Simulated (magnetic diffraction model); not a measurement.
# Solving a magnetic structure from powder neutron data: Ho4Si2Ge6Pd

Space group Pmm2 (no. 25), a = 3.9740 Å, b = 4.0270 Å, c = 16.8690 Å.

| site | atom | x | y | z |
| --- | --- | --- | --- | --- |
| 1c | Ho | 1/2 | 0 | 0.8917 |
| 1d | Ho | 1/2 | 1/2 | 0.3997 |
| 1b | Ho | 0 | 1/2 | 0.6112 |
| 1a | Ho | 0 | 0 | 0.0988 |
| 1a | Pd | 0 | 0 | 0.3188 |
| 1c | Ge | 1/2 | 0 | 0.2274 |
| 1b | Ge | 0 | 1/2 | 0.2293 |
| 1c | Ge | 1/2 | 0 | 0.5629 |
| 1d | Ge | 1/2 | 1/2 | 0.0485 |
| 1b | Ge | 0 | 1/2 | 0.9465 |
| 1a | Ge | 0 | 0 | 0.4701 |
| 1d | Si | 1/2 | 1/2 | 0.7547 |
| 1a | Si | 0 | 0 | 0.7516 |

The compound is invented for this exercise: a known structure type with other elements, its cell scaled to their sizes and not relaxed.

Only Ho is taken to order (form factors of Ho3+); orders and moment sizes are assumed, and not adapted to the symmetry. Radiation: neutrons of λ = 1.909 Å, 5° to 45°; isotropic B of 0.13 Å² (Ho), 0.14 Å² (Pd), 0.17 Å² (Ge) and 0.23 Å² (Si). Simulated constant-wavelength pattern: nuclear and magnetic terms add, the magnetic one as |2.695 fm × Σ f S⊥ exp(2πi Q·r) exp(−B s²)|², summed over all Q at one angle with the factor 1/(sin²θ cos θ). For collinear order S is the moment m, which repeats by lattice and centring translations R with the sign exp(−2πi k·R). Free-ion form factors, Sears's scattering lengths of 1992, no absorption; a label names one of the reflections at its angle. The strongest nuclear line in the range is 100, and lines under 0.2 are left out.

Above the ordering temperature:

| 2θ (°) | index | I |
| --- | --- | --- |
| 6.49 | (0 0 1) | 19.9 |
| 13.00 | (0 0 2) | 2.2 |
| 19.55 | (0 0 3) | 2.4 |
| 27.42 | (0 1 0) | 0.4 |
| 27.80 | (1 0 0) | 0.3 |
| 28.21 | (0 1 1) | 1.6 |
| 28.57 | (1 0 1) | 0.6 |
| 30.80 | (1 0 2) | 1.1 |
| 32.87 | (0 0 5) | 0.3 |
| 33.90 | (0 1 3) | 9.7 |
| 34.21 | (1 0 3) | 0.4 |
| 38.26 | (0 1 4) | 1.5 |
| 38.54 | (1 0 4) | 0.9 |
| 39.69 | (0 0 6) | 10.3 |
| 40.02 | (1 1 1) | 2.7 |
| 41.70 | (1 1 2) | 2.5 |
| 43.32 | (0 1 5) | 12.5 |
| 43.57 | (1 0 5) | 2.3 |
| 44.39 | (1 1 3) | 100.0 |

Below it (cell unchanged):

| 2θ (°) | I |
| --- | --- |
| 6.49 | 19.9 |
| 9.74 | 323.2 |
| 13.00 | 2.2 |
| 16.26 | 124.6 |
| 19.55 | 2.4 |
| 22.84 | 49.8 |
| 27.42 | 0.4 |
| 27.62 | 10.6 |
| 27.80 | 0.3 |
| 27.99 | 1.1 |
| 28.21 | 1.6 |
| 28.57 | 0.6 |
| 29.16 | 54.8 |
| 29.50 | 1.1 |
| 29.52 | 3.1 |
| 30.80 | 1.1 |
| 32.05 | 81.8 |
| 32.87 | 0.3 |
| 33.90 | 9.7 |
| 34.21 | 0.4 |
| 35.98 | 23.7 |
| 36.26 | 7.6 |
| 36.28 | 11.9 |
| 38.26 | 1.5 |
| 38.54 | 0.9 |
| 39.59 | 40.6 |
| 39.69 | 10.3 |
| 40.02 | 2.7 |
| 40.71 | 1.8 |
| 40.73 | 12.0 |
| 40.98 | 15.0 |
| 41.70 | 2.5 |
| 42.93 | 0.3 |
| 43.16 | 8.8 |
| 43.32 | 12.5 |
| 43.57 | 2.3 |
(The table stops after 36 lines; 1 more lie at higher angle.)

**Question.** Find the propagation vector, then choose among these models:
A. collinear moments along [001], 9.7 μB on Ho; signs + at (1/2, 0, 0.8917), + at (1/2, 1/2, 0.3997), − at (0, 1/2, 0.6112), − at (0, 0, 0.0988)
B. collinear moments along [001], 9.7 μB on Ho; signs + at (1/2, 0, 0.8917), − at (1/2, 1/2, 0.3997), + at (0, 1/2, 0.6112), + at (0, 0, 0.0988)
C. collinear moments along [100], 9.7 μB on Ho; signs + at (1/2, 0, 0.8917), − at (1/2, 1/2, 0.3997), + at (0, 1/2, 0.6112), + at (0, 0, 0.0988)
D. collinear moments along [100], 9.7 μB on Ho; signs + at (1/2, 0, 0.8917), + at (1/2, 1/2, 0.3997), − at (0, 1/2, 0.6112), − at (0, 0, 0.0988)

The new lines index as (0 0 3/2) at 9.74°, (0 0 5/2) at 16.26°, (0 0 7/2) at 22.84° and (0 1 1/2) at 27.62°, that is as H ± k with k = (0 0 1/2). Half indices mean that the moments reverse under translations with k·R a half-integer, and the magnetic cell has twice the primitive volume. Below the range, at 3.24°, lies the magnetic line (0 0 1/2) with 390.

Magnetic intensity, observed (below minus above) and for each model:

| 2θ (°) | index | observed | A | B | C | D |
| --- | --- | --- | --- | --- | --- | --- |
| 9.74 | (0 0 3/2) | 323.2 | <0.2 | <0.2 | 323.2 | 414.6 |
| 16.26 | (0 0 5/2) | 124.6 | <0.2 | <0.2 | 124.6 | 82.3 |
| 27.62 | (0 1 1/2) | 10.6 | 78.4 | 10.4 | 10.6 | 79.5 |
| 27.99 | (1 0 1/2) | 1.1 | 75.2 | 81.5 | 1.1 | 1.0 |
| 29.16 | (0 1 3/2) | 54.8 | 3.2 | 48.6 | 54.8 | 3.6 |
| 32.05 | (0 1 5/2) | 81.8 | 23.2 | 60.3 | 81.8 | 31.4 |
| 39.59 | (1 1 1/2) | 40.6 | 17.2 | 81.2 | 40.6 | 8.6 |
| 40.73 | (1 1 3/2) | 12.0 | 73.2 | 21.5 | 12.0 | 40.8 |

Model C matches.

The structure used: k = (0 0 1/2), collinear moments along [100], 9.7 μB on Ho; signs + at (1/2, 0, 0.8917), − at (1/2, 1/2, 0.3997), + at (0, 1/2, 0.6112), + at (0, 0, 0.0988).
